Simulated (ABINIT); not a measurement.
# ScInS3 (Pm-3m): zone-centre phonons, part 4 of 4

Which modes does ScInS3 (Pm-3m) have at the zone centre?

ABINIT 10.8.3; DFT PBEsol, scalar-relativistic, plane waves, PseudoDojo norm-conserving pseudopotentials.

So far. Step 7 (Zone-centre response): The acoustic modes at Γ come out as far as 5.9 cm⁻¹ from zero, where they should vanish, a small numerical error. The lowest optical mode is imaginary, 216i cm⁻¹, an instability at this level and on this k mesh. Step 8 (Modes with the sum rule): The rule also moves an optical mode by 0.9 cm⁻¹. The relaxed cell has a = 4.887 Å (conventional setting).

The structure was built from a prototype and need not be the compound's stable phase.

## (9) Sum rules set otherwise (asr 0)

Without the rule the raw error of the acoustic modes shows.

Contents of anaddb.abi:

```
ddb_filepath "gamma_DDB"
output_file "anaddb.abo"
outdata_prefix "anaddb"
asr 0
chneut 0
enunit 2
eivec 1
nph1l 1
qph1l 0.0 0.0 0.0 1.0
```

Contents of mrgddb.in:

```
gamma_DDB
merged
2
dfpt_gammao_DDB
gso_DDB
```

Launch:

```
$ mrgddb < mrgddb.in > mrgddb.log
$ OMP_NUM_THREADS=1 anaddb anaddb.abi > anaddb.log
```

anaddb.abo, the main output file:

```text
-outvars_anaddb: echo values of input variables ----------------------

 Miscellaneous information :
      enunit         2
       eivec         1
      chneut         0
 First list of wavevector (reduced coord.) :
       nph1l         1
       qph1l
                     0.00000000E+00  0.00000000E+00  0.00000000E+00    1.000E+00

================================================================================

 read the DDB information and perform some checks

  ==== Info on the Cryst% object ====
 Real(R)+Recip(G) space primitive vectors, cartesian coordinates (Bohr,Bohr^-1):
 R(1)=  9.2356604  0.0000000  0.0000000  G(1)=  0.1082760  0.0000000  0.0000000
 R(2)=  0.0000000  9.2356604  0.0000000  G(2)=  0.0000000  0.1082760  0.0000000
 R(3)=  0.0000000  0.0000000  9.2356604  G(3)=  0.0000000  0.0000000  0.1082760
 Unit cell volume ucvol=  7.8777802E+02 bohr^3
 Angles (23,13,12)=  9.00000000E+01  9.00000000E+01  9.00000000E+01 degrees
 Time-reversal symmetry is present
 Reduced atomic positions [iatom, xred, symbol]:
    1)    0.0000000  0.0000000  0.0000000  Sc
    2)    0.5000000  0.5000000  0.5000000  In
    3)    0.5000000  0.5000000  0.0000000   S
    4)    0.5000000  0.0000000  0.5000000   S
    5)    0.0000000  0.5000000  0.5000000   S

 DDB file with 3 blocks has been read.

================================================================================

 Treat the first list of vectors

  Phonon wavevector (reduced coordinates) :  0.00000  0.00000  0.00000
 Phonon energies in Hartree :
  -9.850025E-04 -9.850025E-04 -9.850025E-04 -8.204520E-04 -8.204520E-04
  -8.204520E-04 -2.689865E-05 -2.689865E-05 -2.689865E-05  9.927908E-05
   9.927908E-05  9.927908E-05  1.888523E-03  1.888523E-03  1.888523E-03
 Phonon energies in meV     :
- -2.680328E+01 -2.680328E+01 -2.680328E+01 -2.232564E+01 -2.232564E+01
- -2.232564E+01 -7.319495E-01 -7.319495E-01 -7.319495E-01  2.701521E+00
-  2.701521E+00  2.701521E+00  5.138934E+01  5.138934E+01  5.138934E+01
 Phonon frequencies in cm-1    :
- -2.161831E+02 -2.161831E+02 -2.161831E+02 -1.800684E+02 -1.800684E+02
- -1.800684E+02 -5.903571E+00 -5.903571E+00 -5.903571E+00  2.178924E+01
-  2.178924E+01  2.178924E+01  4.144830E+02  4.144830E+02  4.144830E+02
 Phonon frequencies in Thz     :
- -6.481005E+00 -6.481005E+00 -6.481005E+00 -5.398315E+00 -5.398315E+00
- -5.398315E+00 -1.769846E-01 -1.769846E-01 -1.769846E-01  6.532249E-01
-  6.532249E-01  6.532249E-01  1.242589E+01  1.242589E+01  1.242589E+01
 Phonon energies in Kelvin  :
- -3.110392E+02 -3.110392E+02 -3.110392E+02 -2.590783E+02 -2.590783E+02
- -2.590783E+02 -8.493921E+00 -8.493921E+00 -8.493921E+00  3.134985E+01
-  3.134985E+01  3.134985E+01  5.963486E+02  5.963486E+02  5.963486E+02

 Eigendisplacements
 (will be given, for each mode : in cartesian coordinates
   for each atom the real part of the displacement vector,
   then the imaginary part of the displacement vector - absolute values smaller than 1.0d-7 are set to zero)
  Mode number    1   Energy   -9.850025E-04
 Attention : low frequency mode.
   (Could be unstable or acoustic mode)
-  1  0.00000000E+00  0.00000000E+00  2.54722050E-03
-     0.00000000E+00  0.00000000E+00  0.00000000E+00
-  2  0.00000000E+00  0.00000000E+00  1.56527223E-04
-     0.00000000E+00  0.00000000E+00  0.00000000E+00
-  3  0.00000000E+00  0.00000000E+00 -1.56522011E-04
-     0.00000000E+00  0.00000000E+00  0.00000000E+00
-  4  0.00000000E+00  0.00000000E+00 -1.98734637E-03
-     0.00000000E+00  0.00000000E+00  0.00000000E+00
-  5  0.00000000E+00  0.00000000E+00 -1.98734637E-03
-     0.00000000E+00  0.00000000E+00  0.00000000E+00
  Mode number    2   Energy   -9.850025E-04
 Attention : low frequency mode.
   (Could be unstable or acoustic mode)
-  1  0.00000000E+00  2.54722050E-03  0.00000000E+00
-     0.00000000E+00  0.00000000E+00  0.00000000E+00
-  2  0.00000000E+00  1.56527223E-04  0.00000000E+00
-     0.00000000E+00  0.00000000E+00  0.00000000E+00
-  3  0.00000000E+00 -1.98734637E-03  0.00000000E+00
-     0.00000000E+00  0.00000000E+00  0.00000000E+00
-  4  0.00000000E+00 -1.56522011E-04  0.00000000E+00
-     0.00000000E+00  0.00000000E+00  0.00000000E+00
-  5  0.00000000E+00 -1.98734637E-03  0.00000000E+00
-     0.00000000E+00  0.00000000E+00  0.00000000E+00
  Mode number    3   Energy   -9.850025E-04
 Attention : low frequency mode.
   (Could be unstable or acoustic mode)
-  1  2.54722050E-03  0.00000000E+00  0.00000000E+00
-     0.00000000E+00  0.00000000E+00  0.00000000E+00
-  2  1.56527223E-04  0.00000000E+00  0.00000000E+00
-     0.00000000E+00  0.00000000E+00  0.00000000E+00
-  3 -1.98734637E-03  0.00000000E+00  0.00000000E+00
-     0.00000000E+00  0.00000000E+00  0.00000000E+00
-  4 -1.98734637E-03  0.00000000E+00  0.00000000E+00
-     0.00000000E+00  0.00000000E+00  0.00000000E+00
-  5 -1.56522011E-04  0.00000000E+00  0.00000000E+00
-     0.00000000E+00  0.00000000E+00  0.00000000E+00
  Mode number    4   Energy   -8.204520E-04
 Attention : low frequency mode.
   (Could be unstable or acoustic mode)
-  1  0.00000000E+00  0.00000000E+00  0.00000000E+00
-     0.00000000E+00  0.00000000E+00  0.00000000E+00
-  2  0.00000000E+00  0.00000000E+00  0.00000000E+00
-     0.00000000E+00  0.00000000E+00  0.00000000E+00
-  3  0.00000000E+00  0.00000000E+00  0.00000000E+00
-     0.00000000E+00  0.00000000E+00  0.00000000E+00
-  4  0.00000000E+00  0.00000000E+00  2.92470830E-03
-     0.00000000E+00  0.00000000E+00  0.00000000E+00
-  5  0.00000000E+00  0.00000000E+00 -2.92470830E-03
-     0.00000000E+00  0.00000000E+00  0.00000000E+00
  Mode number    5   Energy   -8.204520E-04
 Attention : low frequency mode.
   (Could be unstable or acoustic mode)
-  1  0.00000000E+00  0.00000000E+00  0.00000000E+00
-     0.00000000E+00  0.00000000E+00  0.00000000E+00
-  2  0.00000000E+00  0.00000000E+00  0.00000000E+00
-     0.00000000E+00  0.00000000E+00  0.00000000E+00
-  3  0.00000000E+00  2.92470830E-03  0.00000000E+00
-     0.00000000E+00  0.00000000E+00  0.00000000E+00
-  4  0.00000000E+00  0.00000000E+00  0.00000000E+00
-     0.00000000E+00  0.00000000E+00  0.00000000E+00
-  5  0.00000000E+00 -2.92470830E-03  0.00000000E+00
-     0.00000000E+00  0.00000000E+00  0.00000000E+00
  Mode number    6   Energy   -8.204520E-04
 Attention : low frequency mode.
   (Could be unstable or acoustic mode)
-  1  0.00000000E+00  0.00000000E+00  0.00000000E+00
-     0.00000000E+00  0.00000000E+00  0.00000000E+00
-  2  0.00000000E+00  0.00000000E+00  0.00000000E+00
-     0.00000000E+00  0.00000000E+00  0.00000000E+00
-  3  2.92470830E-03  0.00000000E+00  0.00000000E+00
-     0.00000000E+00  0.00000000E+00  0.00000000E+00
-  4 -2.92470830E-03  0.00000000E+00  0.00000000E+00
-     0.00000000E+00  0.00000000E+00  0.00000000E+00
-  5  0.00000000E+00  0.00000000E+00  0.00000000E+00
-     0.00000000E+00  0.00000000E+00  0.00000000E+00
  Mode number    7   Energy   -2.689865E-05
 Attention : low frequency mode.
   (Could be unstable or acoustic mode)
-  1  0.00000000E+00  0.00000000E+00 -1.55783226E-03
-     0.00000000E+00  0.00000000E+00  0.00000000E+00
-  2  0.00000000E+00  0.00000000E+00 -1.39205793E-03
-     0.00000000E+00  0.00000000E+00  0.00000000E+00
-  3  0.00000000E+00  0.00000000E+00 -1.42257757E-03
-     0.00000000E+00  0.00000000E+00  0.00000000E+00
-  4  0.00000000E+00  0.00000000E+00 -1.53994770E-03
-     0.00000000E+00  0.00000000E+00  0.00000000E+00
-  5  0.00000000E+00  0.00000000E+00 -1.53994770E-03
-     0.00000000E+00  0.00000000E+00  0.00000000E+00
  Mode number    8   Energy   -2.689865E-05
 Attention : low frequency mode.
   (Could be unstable or acoustic mode)
-  1  0.00000000E+00  1.55783226E-03  0.00000000E+00
-     0.00000000E+00  0.00000000E+00  0.00000000E+00
-  2  0.00000000E+00  1.39205793E-03  0.00000000E+00
-     0.00000000E+00  0.00000000E+00  0.00000000E+00
-  3  0.00000000E+00  1.53994770E-03  0.00000000E+00
-     0.00000000E+00  0.00000000E+00  0.00000000E+00
-  4  0.00000000E+00  1.42257757E-03  0.00000000E+00
-     0.00000000E+00  0.00000000E+00  0.00000000E+00
-  5  0.00000000E+00  1.53994770E-03  0.00000000E+00
-     0.00000000E+00  0.00000000E+00  0.00000000E+00
  Mode number    9   Energy   -2.689865E-05
 Attention : low frequency mode.
   (Could be unstable or acoustic mode)
-  1  1.55783226E-03  0.00000000E+00  0.00000000E+00
-     0.00000000E+00  0.00000000E+00  0.00000000E+00
-  2  1.39205793E-03  0.00000000E+00  0.00000000E+00
-     0.00000000E+00  0.00000000E+00  0.00000000E+00
-  3  1.53994770E-03  0.00000000E+00  0.00000000E+00
-     0.00000000E+00  0.00000000E+00  0.00000000E+00
-  4  1.53994770E-03  0.00000000E+00  0.00000000E+00
-     0.00000000E+00  0.00000000E+00  0.00000000E+00
-  5  1.42257757E-03  0.00000000E+00  0.00000000E+00
-     0.00000000E+00  0.00000000E+00  0.00000000E+00
  Mode number   10   Energy    9.927908E-05
-  1  0.00000000E+00  0.00000000E+00  1.81163386E-03
-     0.00000000E+00  0.00000000E+00  0.00000000E+00
-  2  0.00000000E+00  0.00000000E+00 -1.45136655E-03
-     0.00000000E+00  0.00000000E+00  0.00000000E+00
-  3  0.00000000E+00  0.00000000E+00 -8.49189933E-04
-     0.00000000E+00  0.00000000E+00  0.00000000E+00
-  4  0.00000000E+00  0.00000000E+00  1.45648323E-03
-     0.00000000E+00  0.00000000E+00  0.00000000E+00
-  5  0.00000000E+00  0.00000000E+00  1.45648323E-03
-     0.00000000E+00  0.00000000E+00  0.00000000E+00
  Mode number   11   Energy    9.927908E-05
-  1  0.00000000E+00  1.81163386E-03  0.00000000E+00
-     0.00000000E+00  0.00000000E+00  0.00000000E+00
-  2  0.00000000E+00 -1.45136655E-03  0.00000000E+00
-     0.00000000E+00  0.00000000E+00  0.00000000E+00
-  3  0.00000000E+00  1.45648323E-03  0.00000000E+00
-     0.00000000E+00  0.00000000E+00  0.00000000E+00
-  4  0.00000000E+00 -8.49189933E-04  0.00000000E+00
-     0.00000000E+00  0.00000000E+00  0.00000000E+00
-  5  0.00000000E+00  1.45648323E-03  0.00000000E+00
-     0.00000000E+00  0.00000000E+00  0.00000000E+00
  Mode number   12   Energy    9.927908E-05
-  1  1.81163386E-03  0.00000000E+00  0.00000000E+00
-     0.00000000E+00  0.00000000E+00  0.00000000E+00
-  2 -1.45136655E-03  0.00000000E+00  0.00000000E+00
-     0.00000000E+00  0.00000000E+00  0.00000000E+00
-  3  1.45648323E-03  0.00000000E+00  0.00000000E+00
-     0.00000000E+00  0.00000000E+00  0.00000000E+00
-  4  1.45648323E-03  0.00000000E+00  0.00000000E+00
-     0.00000000E+00  0.00000000E+00  0.00000000E+00
-  5 -8.49189933E-04  0.00000000E+00  0.00000000E+00
-     0.00000000E+00  0.00000000E+00  0.00000000E+00
  Mode number   13   Energy    1.888523E-03
-  1  0.00000000E+00  0.00000000E+00  7.36857526E-05
-     0.00000000E+00  0.00000000E+00  0.00000000E+00
-  2  0.00000000E+00  0.00000000E+00  8.41990129E-04
-     0.00000000E+00  0.00000000E+00  0.00000000E+00
-  3  0.00000000E+00  0.00000000E+00 -3.78661955E-03
-     0.00000000E+00  0.00000000E+00  0.00000000E+00
-  4  0.00000000E+00  0.00000000E+00  3.34051940E-04
-     0.00000000E+00  0.00000000E+00  0.00000000E+00
-  5  0.00000000E+00  0.00000000E+00  3.34051940E-04
-     0.00000000E+00  0.00000000E+00  0.00000000E+00
  Mode number   14   Energy    1.888523E-03
-  1  0.00000000E+00  7.36857526E-05  0.00000000E+00
-     0.00000000E+00  0.00000000E+00  0.00000000E+00
-  2  0.00000000E+00  8.41990129E-04  0.00000000E+00
-     0.00000000E+00  0.00000000E+00  0.00000000E+00
-  3  0.00000000E+00  3.34051939E-04  0.00000000E+00
-     0.00000000E+00  0.00000000E+00  0.00000000E+00
-  4  0.00000000E+00 -3.78661955E-03  0.00000000E+00
-     0.00000000E+00  0.00000000E+00  0.00000000E+00
-  5 -1.23964395E-07  3.34051939E-04  0.00000000E+00
-     0.00000000E+00  0.00000000E+00  0.00000000E+00
  Mode number   15   Energy    1.888523E-03
-  1  7.36857526E-05  0.00000000E+00  0.00000000E+00
-     0.00000000E+00  0.00000000E+00  0.00000000E+00
-  2  8.41990129E-04  0.00000000E+00  0.00000000E+00
-     0.00000000E+00  0.00000000E+00  0.00000000E+00
-  3  3.34051939E-04  0.00000000E+00  0.00000000E+00
-     0.00000000E+00  0.00000000E+00  0.00000000E+00
-  4  3.34051939E-04  1.23964395E-07  0.00000000E+00
-     0.00000000E+00  0.00000000E+00  0.00000000E+00
-  5 -3.78661955E-03  0.00000000E+00  0.00000000E+00
-     0.00000000E+00  0.00000000E+00  0.00000000E+00

 Analysis of degeneracies and characters (maximum tolerance=1.00E-06 a.u.)
 For each vibration mode, or group of modes if degenerate,
 the characters are given for each symmetry operation (see the list in the log file).
 Symmetry characters of vibration mode #   1
       degenerate with vibration modes #   2 to    3
  3.0 -3.0 -1.0  1.0 -1.0  1.0 -1.0  1.0  1.0 -1.0 -1.0  1.0  1.0 -1.0 -1.0  1.0
  0.0 -0.0  0.0 -0.0 -0.0  0.0 -0.0  0.0  1.0 -1.0 -1.0  1.0 -1.0  1.0  1.0 -1.0
  0.0 -0.0 -0.0  0.0 -0.0  0.0  0.0 -0.0  1.0 -1.0  1.0 -1.0 -1.0  1.0 -1.0  1.0
 Symmetry characters of vibration mode #   4
       degenerate with vibration modes #   5 to    6
  3.0 -3.0 -1.0  1.0 -1.0  1.0 -1.0  1.0 -1.0  1.0  1.0 -1.0 -1.0  1.0  1.0 -1.0
  0.0 -0.0  0.0 -0.0 -0.0  0.0 -0.0  0.0 -1.0  1.0  1.0 -1.0  1.0 -1.0 -1.0  1.0
  0.0 -0.0 -0.0  0.0 -0.0  0.0  0.0 -0.0 -1.0  1.0 -1.0  1.0  1.0 -1.0  1.0 -1.0
 Symmetry characters of vibration mode #   7
       degenerate with vibration modes #   8 to    9
  3.0 -3.0 -1.0  1.0 -1.0  1.0 -1.0  1.0  1.0 -1.0 -1.0  1.0  1.0 -1.0 -1.0  1.0
  0.0 -0.0  0.0 -0.0 -0.0  0.0 -0.0  0.0  1.0 -1.0 -1.0  1.0 -1.0  1.0  1.0 -1.0
  0.0 -0.0 -0.0  0.0 -0.0  0.0  0.0 -0.0  1.0 -1.0  1.0 -1.0 -1.0  1.0 -1.0  1.0
 Symmetry characters of vibration mode #  10
       degenerate with vibration modes #  11 to   12
  3.0 -3.0 -1.0  1.0 -1.0  1.0 -1.0  1.0  1.0 -1.0 -1.0  1.0  1.0 -1.0 -1.0  1.0
 -0.0  0.0 -0.0  0.0 -0.0  0.0  0.0 -0.0  1.0 -1.0 -1.0  1.0 -1.0  1.0  1.0 -1.0
 -0.0  0.0 -0.0  0.0  0.0 -0.0 -0.0  0.0  1.0 -1.0  1.0 -1.0 -1.0  1.0 -1.0  1.0
 Symmetry characters of vibration mode #  13
       degenerate with vibration modes #  14 to   15
  3.0 -3.0 -1.0  1.0 -1.0  1.0 -1.0  1.0  1.0 -1.0 -1.0  1.0  1.0 -1.0 -1.0  1.0
 -0.0  0.0 -0.0  0.0 -0.0  0.0  0.0 -0.0  1.0 -1.0 -1.0  1.0 -1.0  1.0  1.0 -1.0
 -0.0  0.0 -0.0  0.0  0.0 -0.0 -0.0  0.0  1.0 -1.0  1.0 -1.0 -1.0  1.0 -1.0  1.0
-
```

Run time: 0.49 s. Hardware: 1 thread of Arm Neoverse V1, shared host.

Numbers from this step:

```
lowest optical zone-centre mode : -216.2 cm⁻¹
```

Zone-centre frequencies as printed; negative means imaginary. Modes:

| mode | frequency (cm⁻¹) |
| --- | --- |
| 1 | -216.2 |
| 2 | -216.2 |
| 3 | -216.2 |
| 4 | -180.1 |
| 5 | -180.1 |
| 6 | -180.1 |
| 7 | -5.9 |
| 8 | -5.9 |
| 9 | -5.9 |
| 10 | 21.79 |
| 11 | 21.79 |
| 12 | 21.79 |
| 13 | 414.5 |
| 14 | 414.5 |
| 15 | 414.5 |

## (10) Summary of results

| Item | Value |
| --- | --- |
| space group after relaxation | Pm-3m |
| volume per atom | 23.3 Å³ |
| highest optical zone-centre mode (no LO-TO term) | 414.5 cm⁻¹ |
| lowest optical zone-centre mode | -216.0 cm⁻¹ |
| imaginary optical modes at the zone centre (no q mesh in this session) | yes |

At the PBEsol level the optical modes of ScInS3 (Pm-3m) at the zone centre run from 216i to 414 cm⁻¹, so the structure is a saddle point, with 6 modes beyond 10i cm⁻¹ there. These are harmonic frequencies: anharmonic shifts and widths and the lattice's thermal expansion are left out. The Fermi-Dirac smearing of 0.01 Ha is an electronic temperature of 3158 K, which adds a pressure of its own and can shift the volume and soft modes. In a metal the frequencies hang on the k mesh and the smearing, most of all near Kohn anomalies. The structure is a hypothetical one, built on a prototype.

[Host names and launcher messages were left out of these logs when they were recorded.]

[Logs are printed without paths, hosts, clocks, repeated set-up lines and the standing remarks that a program may print on its own settings, such as how far it seeks lower states.]

[Hosts, paths, dates, database ids (printed as entryN), source tags and the programs' standing remarks are cut or masked in the printed files.]
